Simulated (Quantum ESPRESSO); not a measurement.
Consider GdO2 (P2_1/m).

```
Gd O
1.0
     4.18442    0.00000    0.00000
     0.00000    3.72871    0.00000
    -1.52080    0.00000    5.88989
Gd O
2 4
Direct
  0.68094 0.75000 0.79788
  0.31906 0.25000 0.20212
  0.30052 0.75000 0.44099
  0.69948 0.25000 0.55902
  0.23945 0.75000 0.95679
  0.76055 0.25000 0.04321
```

Absorber: atom 5, with 2 Gd at 2.29 Å and 2 Gd at 2.36 Å (distorted tetrahedral, site symmetry m). Method: Quantum ESPRESSO XSpectra, LDA, excited-electron core hole (neutral cell), 12-atom cell with 5.6 Å between holes, 6×6×5 k points, dipole transitions, Lorentzian half width 0.3 eV up to 4 eV, rising linearly to 2.5 eV at 25 eV, without spin-orbit coupling.

Q: Where do the maxima of the O K edge fall?

Main maxima up to 24 eV above the zero (height): 5.6 eV (2.19) and 9.1 eV (2.10). A K edge sees empty p states on the absorber. The total-energy difference is 530.63 eV. One term is added: -8.83 eV, since the hole is spin-paired here and a spin-polarised one costs that much less in the free atom (computed apart). The photon energy is then 521.80 eV. The functional leaves an error in such absolute values: in the free atom LDA prices this hole 4.1 eV below PBE (computed apart), and PBE is itself good to a few eV.

The O K spectrum (energy from the energy zero of the input (xe0, at the border of filled and empty states); intensity scaled to a mean of 1 over the first 20 eV; the points at xe0, where the cut of filled states can leave a spike, are interpolated; polarised curves are means over the symmetry-equivalent atoms):

| E (eV) | isotropic | ε ∥ x | ε ∥ y | ε ∥ z |
| --- | --- | --- | --- | --- |
| -2.00 | 0.02 | 0.02 | 0.02 | 0.02 |
| -1.25 | 0.02 | 0.02 | 0.02 | 0.02 |
| -0.50 | 0.03 | 0.03 | 0.04 | 0.03 |
| 0.25 | 0.06 | 0.05 | 0.07 | 0.07 |
| 1.00 | 0.04 | 0.04 | 0.04 | 0.04 |
| 1.75 | 0.05 | 0.05 | 0.05 | 0.05 |
| 2.50 | 0.07 | 0.06 | 0.07 | 0.07 |
| 3.25 | 0.10 | 0.09 | 0.11 | 0.10 |
| 4.00 | 0.18 | 0.15 | 0.21 | 0.19 |
| 4.75 | 0.62 | 0.43 | 0.79 | 0.64 |
| 5.50 | 2.14 | 1.67 | 2.45 | 2.30 |
| 6.25 | 1.61 | 1.42 | 1.68 | 1.72 |
| 7.00 | 1.47 | 1.61 | 1.27 | 1.53 |
| 7.75 | 1.62 | 1.95 | 1.17 | 1.75 |
| 8.50 | 1.93 | 2.06 | 1.69 | 2.04 |
| 9.25 | 2.08 | 1.82 | 2.36 | 2.07 |
| 10.00 | 1.74 | 1.54 | 1.96 | 1.71 |
| 10.75 | 1.30 | 1.32 | 1.40 | 1.19 |
| 11.50 | 1.11 | 1.31 | 1.08 | 0.94 |
| 12.25 | 1.12 | 1.38 | 1.05 | 0.92 |
| 13.00 | 1.14 | 1.37 | 1.09 | 0.96 |
| 13.75 | 1.13 | 1.32 | 1.06 | 1.00 |
| 14.50 | 1.09 | 1.26 | 1.00 | 1.02 |
| 15.25 | 1.03 | 1.16 | 0.94 | 1.00 |
| 16.00 | 0.97 | 1.06 | 0.89 | 0.96 |
| 16.75 | 0.92 | 0.98 | 0.88 | 0.89 |
| 17.50 | 0.88 | 0.92 | 0.88 | 0.83 |
| 18.25 | 0.86 | 0.88 | 0.89 | 0.80 |
| 19.00 | 0.84 | 0.84 | 0.89 | 0.79 |
| 19.75 | 0.84 | 0.82 | 0.89 | 0.81 |
| 20.50 | 0.85 | 0.81 | 0.89 | 0.84 |
| 21.25 | 0.86 | 0.82 | 0.90 | 0.88 |
| 22.00 | 0.88 | 0.83 | 0.91 | 0.91 |
| 22.75 | 0.90 | 0.84 | 0.91 | 0.94 |
| 23.50 | 0.91 | 0.85 | 0.91 | 0.96 |
| 24.25 | 0.91 | 0.85 | 0.92 | 0.97 |
| 25.00 | 0.91 | 0.84 | 0.92 | 0.98 |
| 25.75 | 0.91 | 0.83 | 0.92 | 0.98 |
| 26.50 | 0.91 | 0.82 | 0.92 | 0.97 |
| 27.25 | 0.90 | 0.82 | 0.90 | 0.96 |
| 28.00 | 0.88 | 0.82 | 0.88 | 0.94 |
| 28.75 | 0.87 | 0.83 | 0.86 | 0.92 |
| 29.50 | 0.86 | 0.85 | 0.83 | 0.89 |
| 30.25 | 0.84 | 0.86 | 0.81 | 0.85 |
| 31.00 | 0.82 | 0.87 | 0.79 | 0.82 |
| 31.75 | 0.80 | 0.86 | 0.76 | 0.78 |

The run has no spin polarisation, although Gd can carry a moment. Lanthanide 4f electrons are frozen in the core. The unit cell's mesh shows no gap over 0.35 eV. That is right for a metallic compound; for a small-gap or correlated insulator it would be the fault of the functional or of the assumed magnetic order, and the hole would be screened too well. The crystal has 2 inequivalent O sites and not all are shown here, while a measurement adds them all. The holes are only 5.6 Å apart, so the shape is probably not converged with cell size; no larger cell was run here. Lifetime broadening is put in by hand, and intensities beyond about 20 eV depend on it and on the partial waves. The structure is a computed Materials Project entry and may be a hypothetical form.

[Banner, clock and machine lines of the logs are left out without a mark of their own.]

[Logs are printed without paths, hosts, clocks, repeated set-up lines and the standing remarks that a program may print on its own settings, such as how far it seeks lower states.]

[Hosts, paths, dates, database ids (printed as entryN), source tags and the programs' standing remarks are cut or masked in the printed files.]

[Lists of maxima count a maximum above −3 eV only where it reaches 4 % of the highest in the window and stands out from its surroundings by 2 % of it (1.5 % where it reaches 55 %); shoulders and weaker maxima are passed over, and of the rest the first, up to two pre-edge ones and the few strongest are named.]
